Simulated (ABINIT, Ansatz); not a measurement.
# Converging GW for ZnSe (Stilleite) in ABINIT

Aim: raise bands and screening cutoff together for ZnSe (Stilleite) and follow gap and time.

Method: PBE and many-body steps on it, plane waves, in ABINIT 10.8.3.

### Step 1. The structure

It takes space group F-43m (No. 216, cubic). Conventional cell: a = 5.668 Å, b = 5.668 Å, c = 5.668 Å, α = 90.00°, β = 90.00°, γ = 90.00°. Zn has 4 Se at 2.45 Å nearest. Nearest to Se lie 4 Zn at 2.45 Å. Farther neighbours and most contacts between anions are not listed.

The cell and positions come from the Crystallography Open Database and are kept as given unless a step says otherwise.

### Step 2. Empty states on the mesh, 4×4×4 mesh, 129 bands

This step: ABINIT 10.8.3; DFT, PBE, plane waves, norm-conserving pseudopotentials.

The sums over transitions need many empty states on a uniform mesh; this step solves for them.

Contents of run.abi:

```
acell 3*1.0 Angstrom
rprim 
  -0.000000000000 2.833800000000 2.833800000000
  2.833800000000 -0.000000000000 2.833800000000
  2.833800000000 2.833800000000 0.000000000000
ntypat 2
znucl 30 34
natom 2
typat 1 2
xred 
  0.000000000000 0.000000000000 0.000000000000
  0.250000000000 0.250000000000 0.250000000000
pp_dirpath "pseudos"
pseudos "Zn.upf, Se.upf"
ecut 39
ngkpt 4 4 4
nshiftk 1
shiftk 0 0 0
kptopt 1
chksymbreak 0
irdden 1
istwfk *1
nband 129
prtvol 0
optdriver 6
gwr_task "HDIAGO"
paral_kgb 0
occopt 1
indata_prefix "in"
outdata_prefix "out"
tmpdata_prefix "tmp"
```

Launch:

```sh
> OMP_NUM_THREADS=1 mpirun -n 4 abinit run.abi > log
```

The log of the run:

```text
.Version 10.8.3 of ABINIT. v10.8.2 released Aug 2026.

 Symmetries : space group F-4 3 m (#216); Bravais cF (face-center cubic)
[... echo of the input left out ...]
== DATASET  1 ==================================================================
-   mpi_nproc: 4, omp_nthreads: 1 (-1 if OMP is not activated)

--- !DatasetInfo
iteration_state: {dtset: 1, }
dimensions: {natom: 2, nkpt: 8, mband: 129, nsppol: 1, nspinor: 1, nspden: 1, mpw: 3591, }
cutoff_energies: {ecut:  39.0, pawecutdg:  -1.0, }
[...]
Direct band gap semiconductor
 Fundamental gap:     1.288 (eV)
   VBM:     3.405 (eV) at k: [ 0.0000E+00,  0.0000E+00,  0.0000E+00]
   CBM:     4.693 (eV) at k: [ 0.0000E+00,  0.0000E+00,  0.0000E+00]
 Direct gap:         1.288 (eV) at k: [ 0.0000E+00,  0.0000E+00,  0.0000E+00]

== END DATASET(S) ==============================================================
================================================================================

 -outvars: echo values of variables after computation  --------
           etotal      0.0000000000E+00
            nband         129
             nkpt           8
          spgroup         216
 [... the other variables as echoed above ...]

 Calculation completed.
```

It took 1.8 min on 4 MPI ranks of Arm Neoverse N1, shared host; peak memory 3 GiB.

This step gave:

| Quantity | Value |
| --- | --- |
| gap | 1.288 eV |
| k of the valence top | 0, 0, 0 |
| k of the conduction bottom | 0, 0, 0 |
| least direct gap | 1.288 eV |
| k points computed | 8 |
| lowest point of the top converged band, above the valence top | 88.1516 eV |

On this mesh the gap is 1.288 eV.

The density comes from a self-consistent run that is not shown.

### Step 3. Screening, 4×4×4 mesh, 30 bands, screening to 62.6 eV

The RPA dielectric matrix is built and inverted for each q.

This step: RPA screening on PBE, plane waves, norm-conserving pseudopotentials.

Edit run.abi of step 2 so:

```diff
@@ -20,10 +20,11 @@
 chksymbreak 0
-irdden 1
 istwfk *1
-nband 129
-prtvol 0
-optdriver 6
-gwr_task "HDIAGO"
-paral_kgb 0
 occopt 1
+irdwfk 1
+optdriver 3
+nband 30
+ecuteps 2.3
+inclvkb 2
+awtr 1
+symchi 1
 indata_prefix "in"
```

The log of the run:

```text
.Version 10.8.3 of ABINIT. v10.8.2 released Aug 2026.

 Symmetries : space group F-4 3 m (#216); Bravais cF (face-center cubic)
[... echo of the input left out ...]
== DATASET  1 ==================================================================
-   mpi_nproc: 4, omp_nthreads: 1 (-1 if OMP is not activated)

--- !DatasetInfo
iteration_state: {dtset: 1, }
dimensions: {natom: 2, nkpt: 8, mband: 30, nsppol: 1, nspinor: 1, nspden: 1, mpw: 3591, }
cutoff_energies: {ecut:  39.0, pawecutdg:  -1.0, }
electrons: {nelect:   3.60000000E+01, charge:   0.00000000E+00, occopt:   1.00000000E+00, tsmear:   1.00000000E-02, }

 SCREENING: Calculation of the susceptibility and dielectric matrices

 Based on a program developped by R.W. Godby, V. Olevano, G. Onida, and L. Reining.
 Incorporated in ABINIT by V. Olevano, G.-M. Rignanese, and M. Torrent.
.Using double precision arithmetic ; gwpc =  8

[... cell and pseudopotentials left out ...]
--------------------------------------------------------------------------------

 ==== K-mesh for the wavefunctions ====
 Number of points in the irreducible wedge :     8
[... list of points left out ...]
 Together with 24 symmetry operations and time-reversal symmetry
 yields    64 points in the full Brillouin Zone.

 ==== Q-mesh for the screening function ====
 Number of points in the irreducible wedge :     8
[... list of points left out ...]
 Together with 24 symmetry operations and time-reversal symmetry
 yields    64 points in the full Brillouin Zone.

 setmesh: FFT mesh size selected  =    27x   27x   27
          total number of points  =        19683

 vcoul_init : cutoff-mode = AUXILIARY_FUNCTION
 q-points for optical limit:   1
     1)      0.000010    0.000020    0.000030

- screening: taking advantage of time-reversal symmetry
- Maximum band index for partially occupied states nbvw = 18
- Remaining bands to be divided among processors   nbcw = 12
- Number of bands treated by each node ~3

 Number of electrons calculated from density =   36.0000; Expected =   36.0000
 average of density, n =  0.117211
 r_s =    1.2676
 omega_plasma =   33.0248 [eV]

 calculating chi0 at frequencies [eV] :
  1    0.000000E+00    0.000000E+00
  2    0.000000E+00    3.302477E+01

--------------------------------------------------------------------------------
  q-point number  1        q = ( 0.000000, 0.000000, 0.000000) [r.l.u.]
--------------------------------------------------------------------------------
[... chi0 elements left out ...]
 For q-point:  0.000010 0.000020 0.000030
  dielectric constant =  13.9127
  dielectric constant without local fields =  14.8999

  Average fulfillment of the sum rule on Im[epsilon] for q-point    1 :     11.91  [%]
[... wings left out ...]
  q-point number  2        q = ( 0.250000, 0.000000, 0.000000) [r.l.u.]
--------------------------------------------------------------------------------
[... chi0 elements left out ...]
  Average fulfillment of the sum rule on Im[epsilon] for q-point    2 :     23.33  [%]

 [... 6 further q-points ...]
```

The job ended after 11 s (4 MPI ranks; peak memory 0.54 GiB; 43 s of CPU time).

This step gave:

* ε∞ with local fields, on this mesh, along the program's q direction: 13.91
* the same without local fields: 14.90
* plasma frequency: 33.02 eV
* plane waves in the screening matrix: 59

Local fields lower ε∞ by 7 %. On a Γ-centred mesh this coarse the value itself is usually too large, while a short band sum pulls it down.

### Step 4. 30 bands, 62.6 eV

The self-energy is evaluated for the states that the input lists, and the levels follow from it, in one-shot runs by the linearised quasiparticle equation.

This step: G0W0 on PBE, plane waves, norm-conserving pseudopotentials.

Edit run.abi of step 3 so:

```diff
@@ -23,8 +23,15 @@
 irdwfk 1
-optdriver 3
+optdriver 4
 nband 30
+gwcalctyp 0
+ecutsigx 39
+symsigma 1
+nkptgw 1
+kptgw 
+  0.0000000000 0.0000000000 0.0000000000
+bdgw 
+  16 22
 ecuteps 2.3
-inclvkb 2
-awtr 1
-symchi 1
+irdscr 1
+ppmodel 1
 indata_prefix "in"
```

The log of the run:

```text
.Version 10.8.3 of ABINIT. v10.8.2 released Aug 2026.

 Symmetries : space group F-4 3 m (#216); Bravais cF (face-center cubic)
[... echo of the input left out ...]
== DATASET  1 ==================================================================
-   mpi_nproc: 4, omp_nthreads: 1 (-1 if OMP is not activated)

--- !DatasetInfo
iteration_state: {dtset: 1, }
dimensions: {natom: 2, nkpt: 8, mband: 30, nsppol: 1, nspinor: 1, nspden: 1, mpw: 3591, }
cutoff_energies: {ecut:  39.0, pawecutdg:  -1.0, }
electrons: {nelect:   3.60000000E+01, charge:   0.00000000E+00, occopt:   1.00000000E+00, tsmear:   1.00000000E-02, }

 SIGMA: Calculation of the GW corrections

 Based on a program developped by R.W. Godby, V. Olevano, G. Onida, and L. Reining.
 Incorporated in ABINIT by V. Olevano, G.-M. Rignanese, and M. Torrent.
.Using double precision arithmetic ; gwpc =  8

[... cell and pseudopotentials left out ...]
--------------------------------------------------------------------------------

 ==== K-mesh for the wavefunctions ====
 Number of points in the irreducible wedge :     8
[... list of points left out ...]
 Together with 24 symmetry operations and time-reversal symmetry
 yields    64 points in the full Brillouin Zone.

 ==== Q-mesh for screening function ====
 Number of points in the irreducible wedge :     8
[... list of points left out ...]
 Together with 24 symmetry operations and time-reversal symmetry
 yields    64 points in the full Brillouin Zone.

 vcoul_init : cutoff-mode = AUXILIARY_FUNCTION
 q-points for optical limit:   1
     1)      0.000010    0.000020    0.000030
 setmesh: FFT mesh size selected  =    45x   45x   45
          total number of points  =        91125

 Number of electrons calculated from density =   36.0000; Expected =   36.0000
 average of density, n =  0.117211
 r_s =    1.2676
 omega_plasma =   33.0248 [eV]

 === KS Band Gaps ===
  >>>> For spin  1
   Minimum direct gap =   1.2881 [eV], located at k-point      :   0.0000  0.0000  0.0000
   Fundamental gap    =   1.2881 [eV], Top of valence bands at :   0.0000  0.0000  0.0000
                                       Bottom of conduction at :   0.0000  0.0000  0.0000
 SIGMA fundamental parameters:
 PLASMON POLE MODEL  1
 number of plane-waves for SigmaX                 3527
 number of plane-waves for SigmaC and W             59
 number of plane-waves for wavefunctions          3527
 number of bands                                    30
 number of independent spin polarizations            1
 number of spinorial components                      1
 number of k-points in IBZ                           8
 number of q-points in IBZ                           8
 number of symmetry operations                      24
 number of k-points in BZ                           64
 number of q-points in BZ                           64
 number of frequencies for dSigma/dE                 9
 frequency step for dSigma/dE [eV]                0.25
 number of omega for Sigma on real axis              0
 max omega for Sigma on real axis  [eV]           0.00
 zcut for avoiding poles [eV]                     0.10

 EPSILON^-1 parameters (SCR file):
 dimension of the eps^-1 matrix on file             59
 dimension of the eps^-1 matrix used                59
 number of plane-waves for wavefunctions          3527
 number of bands                                    30
 number of q-points in IBZ                           8
 number of frequencies                               2
 number of real frequencies                          1
 number of imag frequencies                          1

 matrix elements of self-energy operator (all in [eV])

 Perturbative Calculation

--- !SelfEnergy_ee
iteration_state: {dtset: 1, }
kpoint     : [   0.000,    0.000,    0.000, ]
spin       : 1
KS_gap     :    1.288
QP_gap     :    2.723
Delta_QP_KS:    1.435
data: !SigmaeeData |
     Band     E0 <VxcDFT>   SigX SigC(E0)      Z dSigC/dE  Sig(E)    E-E0       E
       16   3.405 -16.589 -20.446   3.020   0.800  -0.250 -17.258  -0.670   2.735
       17   3.405 -16.589 -20.446   3.020   0.800  -0.250 -17.258  -0.670   2.735
       18   3.405 -16.589 -20.446   3.020   0.800  -0.250 -17.258  -0.670   2.735
       19   4.693 -12.624  -8.875  -2.812   0.816  -0.226 -11.859   0.765   5.458
       20   9.220 -10.891  -5.994  -3.175   0.815  -0.228  -9.488   1.403  10.622
       21   9.220 -10.891  -5.994  -3.175   0.815  -0.228  -9.488   1.403  10.622
       22   9.220 -10.891  -5.994  -3.175   0.815  -0.228  -9.488   1.403  10.622

== END DATASET(S) ==============================================================
================================================================================

 -outvars: echo values of variables after computation  --------
           etotal      0.0000000000E+00
            nband          30
             nkpt           8
          spgroup         216
 [... the other variables as echoed above ...]

 Calculation completed.
```

The job ended after 4.9 s (4 MPI ranks; peak memory 0.22 GiB; 19 s of CPU time).

This step gave:

```yaml
g0w0_gap_on_the_points_computed: 2.723 eV
starting_gap_on_the_mesh: 1.288 eV
k_of_the_valence_top: 0, 0, 0
k_of_the_conduction_bottom: 0, 0, 0
z_at_the_valence_top: 0.8
z_at_the_conduction_bottom: 0.816
least_direct_g0w0_gap_on_the_computed_points: 2.723 eV
```

The gap on the mesh goes from 1.29 eV to 2.72 eV, a correction of +1.43 eV.

### Step 5. Screening, 4×4×4 mesh, 60 bands, screening to 114.3 eV

This step: RPA screening on PBE, plane waves, norm-conserving pseudopotentials.

Edit run.abi of step 4 so:

```diff
@@ -23,15 +23,8 @@
 irdwfk 1
-optdriver 4
-nband 30
-gwcalctyp 0
-ecutsigx 39
-symsigma 1
-nkptgw 1
-kptgw 
-  0.0000000000 0.0000000000 0.0000000000
-bdgw 
-  16 22
-ecuteps 2.3
-irdscr 1
-ppmodel 1
+optdriver 3
+nband 60
+ecuteps 4.2
+inclvkb 2
+awtr 1
+symchi 1
 indata_prefix "in"
```

The log of the run:

```text
.Version 10.8.3 of ABINIT. v10.8.2 released Aug 2026.

 Symmetries : space group F-4 3 m (#216); Bravais cF (face-center cubic)
[... echo of the input left out ...]
== DATASET  1 ==================================================================
-   mpi_nproc: 4, omp_nthreads: 1 (-1 if OMP is not activated)

--- !DatasetInfo
iteration_state: {dtset: 1, }
dimensions: {natom: 2, nkpt: 8, mband: 60, nsppol: 1, nspinor: 1, nspden: 1, mpw: 3591, }
cutoff_energies: {ecut:  39.0, pawecutdg:  -1.0, }
electrons: {nelect:   3.60000000E+01, charge:   0.00000000E+00, occopt:   1.00000000E+00, tsmear:   1.00000000E-02, }

 SCREENING: Calculation of the susceptibility and dielectric matrices

 Based on a program developped by R.W. Godby, V. Olevano, G. Onida, and L. Reining.
 Incorporated in ABINIT by V. Olevano, G.-M. Rignanese, and M. Torrent.
.Using double precision arithmetic ; gwpc =  8

[... cell and pseudopotentials left out ...]
--------------------------------------------------------------------------------

 ==== K-mesh for the wavefunctions ====
 Number of points in the irreducible wedge :     8
[... list of points left out ...]
 Together with 24 symmetry operations and time-reversal symmetry
 yields    64 points in the full Brillouin Zone.

 ==== Q-mesh for the screening function ====
 Number of points in the irreducible wedge :     8
[... list of points left out ...]
 Together with 24 symmetry operations and time-reversal symmetry
 yields    64 points in the full Brillouin Zone.

 setmesh: FFT mesh size selected  =    30x   30x   30
          total number of points  =        27000

 vcoul_init : cutoff-mode = AUXILIARY_FUNCTION
 q-points for optical limit:   1
     1)      0.000010    0.000020    0.000030

- screening: taking advantage of time-reversal symmetry
- Maximum band index for partially occupied states nbvw = 18
- Remaining bands to be divided among processors   nbcw = 42
- Number of bands treated by each node ~10

 Number of electrons calculated from density =   36.0000; Expected =   36.0000
 average of density, n =  0.117211
 r_s =    1.2676
 omega_plasma =   33.0248 [eV]

 calculating chi0 at frequencies [eV] :
  1    0.000000E+00    0.000000E+00
  2    0.000000E+00    3.302477E+01

--------------------------------------------------------------------------------
  q-point number  1        q = ( 0.000000, 0.000000, 0.000000) [r.l.u.]
--------------------------------------------------------------------------------
[... chi0 elements left out ...]
 For q-point:  0.000010 0.000020 0.000030
  dielectric constant =  13.9607
  dielectric constant without local fields =  14.9650

  Average fulfillment of the sum rule on Im[epsilon] for q-point    1 :     29.33  [%]
[... wings left out ...]
  q-point number  2        q = ( 0.250000, 0.000000, 0.000000) [r.l.u.]
--------------------------------------------------------------------------------
[... chi0 elements left out ...]
  Average fulfillment of the sum rule on Im[epsilon] for q-point    2 :     37.31  [%]

 [... 6 further q-points ...]
```

It took 35 s on 4 MPI ranks; peak memory 0.75 GiB; 2.4 min of CPU time.

This step gave:

```yaml
eps_infinity_with_local_fields_on_this_mesh_along_the_program_s_q_direction: 13.96
the_same_without_local_fields: 14.96
plasma_frequency: 33.02 eV
plane_waves_in_the_screening_matrix: 137
```

(Part 1 of 2 ends here.)

[Paths, hosts, dates, memory and timing lines, banners, echoed tables and standing remarks are left out of the program output.]

[Logs are printed without paths, hosts, clocks, repeated set-up lines and the standing remarks that a program may print on its own settings, such as how far it seeks lower states.]

[Runs of the session that timed out or met a known fault of the program may be left out.]

[No measured gap is set beside runs whose start may be inverted or whose files or cutoffs have a known fault.]

[Hosts, paths, dates, database ids (printed as entryN), source tags and the programs' standing remarks are cut or masked in the printed files.]

[G0W0 gaps are taken among the corrected bands and points alone; a level outside them can change the order at an edge.]

[Where Ansatz stands beside ABINIT at settings called matched, ABINIT's density can come from a denser mesh and the files from another edition; pairs whose starting gaps differed by over 0.03 eV were left out, so agreement reads better than it is.]
